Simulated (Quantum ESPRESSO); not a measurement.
## Magnetic state of Ti2FeS4 (Heideite) from several starts

Wanted: the moments of Ti2FeS4 (Heideite) and the energy of each order that was tried.

Calculated with Quantum ESPRESSO 7.5; LDA with U = 4.5 eV on Fe d and U = 3 eV on Ti d (ortho-atomic projectors); plane waves with GBRV 1.5 LDA potentials, no spin-orbit coupling.

The database entry behind the starting cell has ideal inner coordinates that were not refined, so it need not match the best structure at ambient conditions.

## (1) The structure

The structure is monoclinic, space group C2/m (No. 12). The conventional cell has a = 13.340 Å, b = 3.437 Å, c = 5.953 Å, α = 90.00°, β = 116.40°, γ = 90.00°. Nearest to Ti lie 6 S at 2.48 Å. Nearest to Fe lie 6 S at 2.48 to 2.49 Å. Nearest to S lie 3 Ti at 2.48 Å and 2 Fe at 2.48 Å. Nearest to S lie 3 Ti at 2.48 Å and 1 Fe at 2.49 Å. Farther neighbours and most contacts between anions are not listed.

Coordinates:

```cif
data_structure
_symmetry_space_group_name_H-M 'P 1'
_symmetry_Int_Tables_number 1
_cell_length_a 6.8876
_cell_length_b 6.8876
_cell_length_c 5.9530
_cell_angle_alpha 115.508
_cell_angle_beta 115.508
_cell_angle_gamma 28.896
_cell_volume 122.23
loop_
_atom_site_label
_atom_site_type_symbol
_atom_site_fract_x
_atom_site_fract_y
_atom_site_fract_z
_atom_site_occupancy
Ti1 Ti 0.25000 0.25000 0.25000 1
Ti2 Ti 0.75000 0.75000 0.75000 1
Fe3 Fe 0.00000 0.00000 0.00000 1
S4 S 0.37500 0.37500 0.04167 1
S5 S 0.62500 0.62500 0.95833 1
S6 S 0.87500 0.87500 0.54167 1
S7 S 0.12500 0.12500 0.45833 1
```

The cell comes from the Crystallography Open Database.

## (2) Run 1, typed as ferro +++

The signs are those of the starting moments on the seeded atoms, the atoms that are given a moment.

pw.in

```
&CONTROL
  calculation = 'scf'
  prefix = 'pwscf'
  outdir = './tmp'
  pseudo_dir = './pseudo'
  disk_io = 'nowf'
/
&SYSTEM
  ibrav = 0
  celldm(1) = 8
  nat = 7
  ntyp = 3
  ecutwfc = 40
  ecutrho = 280
  nbnd = 46
  occupations = 'smearing'
  smearing = 'fd'
  degauss = 0.00367493
  nspin = 2
  starting_magnetization(1) = 0.0833
  starting_magnetization(2) = 0.25
  starting_magnetization(3) = 0
/
&ELECTRONS
  conv_thr = 1.4d-08
  electron_maxstep = 150
  mixing_beta = 0.3
/
ATOMIC_SPECIES
Ti     47.8670 ti_lda_v1.4.uspp.F.UPF
Fe     55.8450 fe_lda_v1.5.uspp.F.UPF
S      32.0600 s_lda_v1.4.uspp.F.UPF
CELL_PARAMETERS alat
   1.5755106154370   -0.4059367931462    0.0000000000000
   1.5755106154370    0.4059367931462    0.0000000000000
  -0.6253371129641    0.0000000000000    1.2594962122191
ATOMIC_POSITIONS crystal
Ti      0.2500000000    0.2500000000    0.2500000000
Ti      0.7500000000    0.7500000000    0.7500000000
Fe      0.0000000000    0.0000000000    0.0000000000
S       0.3750000000    0.3750000000    0.0416700000
S       0.6250000000    0.6250000000    0.9583300000
S       0.8750000000    0.8750000000    0.5416700000
S       0.1250000000    0.1250000000    0.4583300000
K_POINTS automatic
6 6 6 0 0 0
HUBBARD {ortho-atomic}
U Ti-3d 3.0000
U Fe-3d 4.5000
```

Launch:

```sh
> OMP_NUM_THREADS=1 mpirun -n 8 pw.x -nk 8 -in pw.in > pw.out
```

Output:

```text
Program PWSCF v.7.5 starts

     Message from routine setup:
     using ibrav=0 with symmetry is DISCOURAGED, use correct ibrav instead

     K-points division:     npool     =       8
     Subspace diagonalization in iterative solution of the eigenvalue problem:

     G-vector sticks info
     --------------------
     sticks:   dense  smooth     PW     G-vecs:    dense   smooth      PW
     Sum        1831    1047    339                65303    28193    5207

     Using Slab Decomposition

     bravais-lattice index     =            0
     lattice parameter (alat)  =       8.0000  a.u.
     unit-cell volume          =     824.8530 (a.u.)^3
     number of atoms/cell      =            7
     number of atomic types    =            3
     number of electrons       =        64.00
     number of Kohn-Sham states=           46
     kinetic-energy cutoff     =      40.0000  Ry
     charge density cutoff     =     280.0000  Ry
     scf convergence threshold =      1.4E-08
     mixing beta               =       0.3000
     number of iterations used =            8  plain     mixing
     Exchange-correlation=  SLA  PZ   NOGX NOGC
                           (   1   1   0   0   0   0   0)
     Hubbard projectors: ortho-atomic
     Hubbard parameters of DFT+U (Dudarev formulation) in eV:
     U(Ti-3d) =  3.0000
     U(Fe-3d) =  4.5000

     Internal variables: lda_plus_u =T, lda_plus_u_kind = 0

     Internal variables: orbital_resolved =F, hub_pot_fix =F, apply_U = F

     celldm(1)=   8.000000  celldm(2)=   0.000000  celldm(3)=   0.000000
     celldm(4)=   0.000000  celldm(5)=   0.000000  celldm(6)=   0.000000

     crystal axes: (cart. coord. in units of alat)
               a(1) = (   1.575511  -0.405937   0.000000 )
               a(2) = (   1.575511   0.405937   0.000000 )
               a(3) = (  -0.625337   0.000000   1.259496 )

     reciprocal axes: (cart. coord. in units 2 pi/alat)
               b(1) = (  0.317357 -1.231719  0.157567 )
               b(2) = (  0.317357  1.231719  0.157567 )
               b(3) = ( -0.000000  0.000000  0.793968 )

     PseudoPot. # 1 for Ti read from file:
     ti_lda_v1.4.uspp.F.UPF
     Pseudo is Ultrasoft + core correction, Zval = 12.0
     Generated by new atomic code, or converted to UPF format
     Using radial grid of  851 points,  6 beta functions with:
                l(1) =   0
                l(2) =   0
                l(3) =   1
                l(4) =   1
                l(5) =   2
                l(6) =   2
     Q(r) pseudized with  6 coefficients,  rinner =    1.000   1.000   1.000
                                                       1.000   1.000

     PseudoPot. # 2 for Fe read from file:
     fe_lda_v1.5.uspp.F.UPF
     Pseudo is Ultrasoft + core correction, Zval = 16.0
     Generated by new atomic code, or converted to UPF format
     Using radial grid of  861 points,  6 beta functions with:
                l(1) =   0
                l(2) =   0
                l(3) =   1
                l(4) =   1
                l(5) =   2
                l(6) =   2
     Q(r) pseudized with  8 coefficients,  rinner =    1.000   1.000   1.000
                                                       1.000   1.000

     PseudoPot. # 3 for S  read from file:
     s_lda_v1.4.uspp.F.UPF
     Pseudo is Ultrasoft + core correction, Zval =  6.0
     Generated by new atomic code, or converted to UPF format
     Using radial grid of  907 points,  6 beta functions with:
                l(1) =   0
                l(2) =   0
                l(3) =   1
                l(4) =   1
                l(5) =   2
                l(6) =   2
     Q(r) pseudized with  8 coefficients,  rinner =    1.300   1.300   1.300
                                                       1.300   1.300

     atomic species   valence    mass     pseudopotential
     Ti               12.00    47.86700     Ti( 1.00)
     Fe               16.00    55.84500     Fe( 1.00)
     S                 6.00    32.06000     S ( 1.00)

     Starting magnetic structure
     atomic species   magnetization
     Ti              0.083
     Fe              0.250
     S               0.000

      4 Sym. Ops., with inversion, found

   Cartesian axes

     site n.     atom                  positions (alat units)
         1        Ti     tau(   1) = (   0.6314210   0.0000000   0.3148741  )
         2        Ti     tau(   2) = (   1.8942631   0.0000000   0.9446222  )
         3        Fe     tau(   3) = (   0.0000000   0.0000000   0.0000000  )
         4        S      tau(   4) = (   1.1555752   0.0000000   0.0524832  )
         5        S      tau(   5) = (   1.3701090  -0.0000000   1.2070130  )
         6        S      tau(   6) = (   2.4184172   0.0000000   0.6822313  )
         7        S      tau(   7) = (   0.1072669   0.0000000   0.5772649  )

     number of k points=    68  Fermi-Dirac smearing, width (Ry)=  0.0037
                       cart. coord. in units 2pi/alat
        k(    1) = (   0.0000000   0.0000000   0.0000000), wk =   0.0046296
        k(    2) = (   0.0000000   0.0000000   0.1323280), wk =   0.0092593
        k(    3) = (   0.0000000   0.0000000   0.2646561), wk =   0.0092593
        k(    4) = (   0.0000000   0.0000000  -0.3969841), wk =   0.0046296
        k(    5) = (   0.0528929   0.2052865   0.0262612), wk =   0.0185185
        [... 63 further k-points ...]

     Dense  grid:    65303 G-vectors     FFT dimensions: (  72,  72,  60)

     Smooth grid:    28193 G-vectors     FFT dimensions: (  54,  54,  45)

     Check: negative core charge=   -0.000014
     Generating pointlists ...
     new r_m :   0.2418 (alat units)  1.9343 (a.u.) for type    1
     new r_m :   0.2419 (alat units)  1.9352 (a.u.) for type    2
     new r_m :   0.2418 (alat units)  1.9343 (a.u.) for type    3

     Initial potential from superposition of free atoms

     starting charge      60.9998, renormalised to      64.0000

     negative rho (up, down):  1.191E-03 1.006E-03

     STARTING HUBBARD OCCUPATIONS:

     =================== HUBBARD OCCUPATIONS ===================
     ------------------------ ATOM    1 ------------------------
     Tr[ns(  1)] (up, down, total) =   1.00000  0.00000  1.00000
     Atomic magnetic moment for atom   1 =   1.00000
     [... lines left out ...]
     ------------------------ ATOM    2 ------------------------
     Tr[ns(  2)] (up, down, total) =   1.00000  0.00000  1.00000
     Atomic magnetic moment for atom   2 =   1.00000
     [... lines left out ...]
     ------------------------ ATOM    3 ------------------------
     Tr[ns(  3)] (up, down, total) =   5.00000  0.00000  5.00000
     Atomic magnetic moment for atom   3 =   5.00000
     [... lines left out ...]
     Number of occupied Hubbard levels =    7.0000

     Atomic wfc used for Hubbard projectors are orthogonalized

     Starting wfcs are   49 randomized atomic wfcs

     Self-consistent Calculation

     iteration #  1     ecut=    40.00 Ry     beta= 0.30
     Davidson diagonalization with overlap
     ethr =  1.00E-02,  avg # of iterations =  4.8

     =================== HUBBARD OCCUPATIONS ===================
     ------------------------ ATOM    1 ------------------------
     Tr[ns(  1)] (up, down, total) =   1.66149  0.84884  2.51033
     Atomic magnetic moment for atom   1 =   0.81265
     [... lines left out ...]
     ------------------------ ATOM    2 ------------------------
     Tr[ns(  2)] (up, down, total) =   1.66149  0.84884  2.51033
     Atomic magnetic moment for atom   2 =   0.81265
     [... lines left out ...]
     ------------------------ ATOM    3 ------------------------
     Tr[ns(  3)] (up, down, total) =   4.69403  0.17570  4.86972
     Atomic magnetic moment for atom   3 =   4.51833
     [... lines left out ...]
     Number of occupied Hubbard levels =    9.8904

     negative rho (up, down):  8.971E-04 1.097E-03

     total energy              =    -584.37774805 Ry
     estimated scf accuracy    <       2.68202723 Ry

     total magnetization       =     6.25 Bohr mag/cell
     absolute magnetization    =     6.37 Bohr mag/cell

     iteration #  2     ecut=    40.00 Ry     beta= 0.30
     Davidson diagonalization with overlap
     ethr =  4.19E-03,  avg # of iterations =  2.8

     negative rho (up, down):  9.457E-04 1.142E-03

     total energy              =    -584.18796752 Ry
     estimated scf accuracy    <      11.87183196 Ry

     total magnetization       =     1.44 Bohr mag/cell
     absolute magnetization    =     1.60 Bohr mag/cell

     iteration #  3     ecut=    40.00 Ry     beta= 0.30
     Davidson diagonalization with overlap
     ethr =  4.19E-03,  avg # of iterations =  1.6

     negative rho (up, down):  7.196E-04 1.149E-03

     total energy              =    -585.05212432 Ry
     estimated scf accuracy    <       0.88920204 Ry

     total magnetization       =     6.19 Bohr mag/cell
     absolute magnetization    =     6.27 Bohr mag/cell

     [... further iterations left out ...]

     iteration # 40     ecut=    40.00 Ry     beta= 0.30
     Davidson diagonalization with overlap
     ethr =  4.28E-09,  avg # of iterations =  3.8

     negative rho (up, down):  1.399E-04 1.429E-03

     total energy              =    -585.17992527 Ry
     estimated scf accuracy    <       0.00000170 Ry

     total magnetization       =     5.95 Bohr mag/cell
     absolute magnetization    =     6.08 Bohr mag/cell

     iteration # 41     ecut=    40.00 Ry     beta= 0.30
     Davidson diagonalization with overlap
     ethr =  2.66E-09,  avg # of iterations =  3.6

     negative rho (up, down):  1.399E-04 1.429E-03

     total energy              =    -585.17994644 Ry
     estimated scf accuracy    <       0.00000011 Ry

     total magnetization       =     5.95 Bohr mag/cell
     absolute magnetization    =     6.07 Bohr mag/cell

     iteration # 42     ecut=    40.00 Ry     beta= 0.30
     Davidson diagonalization with overlap
     ethr =  1.74E-10,  avg # of iterations =  4.3

     negative rho (up, down):  1.399E-04 1.429E-03

     total energy              =    -585.17994686 Ry
     estimated scf accuracy    <       0.00000004 Ry

     total magnetization       =     5.95 Bohr mag/cell
     absolute magnetization    =     6.07 Bohr mag/cell

     iteration # 43     ecut=    40.00 Ry     beta= 0.30
     Davidson diagonalization with overlap
     ethr =  6.66E-11,  avg # of iterations =  3.9

     negative rho (up, down):  1.399E-04 1.429E-03

     Magnetic moment per site  (integrated on atomic sphere of radius R)
     atom   1 (R=0.242)  charge=  9.7295  magn=  0.8269
     atom   2 (R=0.242)  charge=  9.7295  magn=  0.8269
     atom   3 (R=0.242)  charge= 14.1577  magn=  3.4875
     atom   4 (R=0.242)  charge=  4.3936  magn=  0.0301
     atom   5 (R=0.242)  charge=  4.3936  magn=  0.0301
     atom   6 (R=0.242)  charge=  4.3468  magn= -0.0029
     atom   7 (R=0.242)  charge=  4.3468  magn= -0.0029

     End of self-consistent calculation

     =================== HUBBARD OCCUPATIONS ===================
     ------------------------ ATOM    1 ------------------------
     Tr[ns(  1)] (up, down, total) =   1.71926  0.64542  2.36469
     Atomic magnetic moment for atom   1 =   1.07384
     [... lines left out ...]
     ------------------------ ATOM    2 ------------------------
     Tr[ns(  2)] (up, down, total) =   1.71926  0.64542  2.36469
     Atomic magnetic moment for atom   2 =   1.07384
     [... lines left out ...]
     ------------------------ ATOM    3 ------------------------
     Tr[ns(  3)] (up, down, total) =   4.90717  1.29635  6.20351
     Atomic magnetic moment for atom   3 =   3.61082
     [... lines left out ...]
     Number of occupied Hubbard levels =   10.9329

     Number of k-points >= 100: set verbosity='high' to print the bands.

     the Fermi energy is    10.1206 ev

!    total energy              =    -585.17994811 Ry
     estimated scf accuracy    <          9.2E-09 Ry
     smearing contrib. (-TS)   =      -0.00171788 Ry
     internal energy E=F+TS    =    -585.17823023 Ry

     The total energy is F=E-TS. E is the sum of the following terms:
     one-electron contribution =    -319.05829079 Ry
     hartree contribution      =     182.38621296 Ry
     xc contribution           =     -98.43635674 Ry
     ewald contribution        =    -350.50084640 Ry
     Hubbard energy            =       0.43105074 Ry

     total magnetization       =     5.95 Bohr mag/cell
     absolute magnetization    =     6.07 Bohr mag/cell

     convergence has been achieved in  43 iterations

=------------------------------------------------------------------------------=
   JOB DONE.
=------------------------------------------------------------------------------=
```

Elapsed: 1.9 min, on 8 MPI ranks of AMD EPYC 9R45 (Zen 5), shared host; peak memory 1.6 GiB; 15 min of CPU time.

Spin moment in the atom's sphere by atom:

```
atom  spin moment in the atom's sphere (μB)
 Ti1                                   0.83
 Ti2                                   0.83
 Fe3                                   3.49
  S4                                   0.03
  S5                                   0.03
  S6                                   0.00
  S7                                   0.00
```

Numbers from this step:

* smearing term TS: 0.02337 eV
* magnetization: 5.949 μB
* absolute magnetization: 6.074 μB
* final state: ferromagnetic

Spin density in the ac plane of the conventional cell at fractional y = 0.000, with atoms of Ti and Fe and S within 0.2 Å of it.

Ten even steps from '0' (0.0 e/Å³) to '9' (7.0 e/Å³), each cell a mean:
```
71000000000000000000000000000000000006
10000000000000000000000000000000000002
00000000000000000000000000000100000000
00000000000000000000000000000000000000
00000000000000000000000000001000000000
00000000000000000000000000000000000000
00000000000000000000000000000000000000
00000000000000000000000000000000000000
00000000000000000000000000000000000000
00000000000000000000000000000000000000
00000000001000000000000000000000000000
00000000000000000000000000000000000000
00000000000000000000000000000000000000
00000000000000000000000000000000000000
42000000000000000000000000000000000001
91000000000000000000000000000000000005
```
Columns run along a (13.3 Å), rows up along c (6.0 Å), edges of the conventional cell, whose origin can differ from the input's. Atoms in or near the plane, at fractional coordinates: Ti at (0.25, 0.25), Ti at (0.75, 0.75), Fe at (0.00, 0.00), S at (0.38, 0.04), S at (0.63, 0.96), S at (0.88, 0.54), S at (0.12, 0.46).

Valence density in the ac plane of the conventional cell at fractional y = 0.000, with atoms of Ti and Fe and S within 0.2 Å of it. It is the smooth field of the valence electrons, not physical close to the nuclei.

Ten steps, logarithmic in the rise over the least value, from '0' (0 e/Å³) to '9' (22 e/Å³), each cell a mean:
```
96210000001233332100133333311111111379
52100000001233221001233333223442111356
10000000001121100001133332246762111222
00000000001110000000122211376762112221
00000111110000000000001111477742223321
00001222110000000000000001466422333321
00123333210000000000000001222123333321
00233333210000000000000001111123333310
01333333211111000000000000000123333200
02333332234321000000000000000123322100
02333322467621000000000000000112110000
11222213767621111100000000000111000000
11211114777422232210000011111000000000
34311114664223333210001122211000000002
88421112221233333210012333321000000126
99421111111233333210123333321000011269
```
Columns run along a (13.3 Å), rows up along c (6.0 Å), edges of the conventional cell, whose origin can differ from the input's. Atoms in or near the plane, at fractional coordinates: Ti at (0.25, 0.25), Ti at (0.75, 0.75), Fe at (0.00, 0.00), S at (0.38, 0.04), S at (0.63, 0.96), S at (0.88, 0.54), S at (0.12, 0.46).

[end of part 1 of 2]

[Logs and program files are shortened in this print: banners, set-up blocks, solver, clock and traceback lines can be left out without a mark of their own.]

[Logs are printed without paths, hosts, clocks, repeated set-up lines and the standing remarks that a program may print on its own settings, such as how far it seeks lower states.]

[Hosts, paths, dates, database ids (printed as entryN), source tags and the programs' standing remarks are cut or masked in the printed files.]

[Where a cell is said to come from a database of computed structures, the database is the Materials Project.]
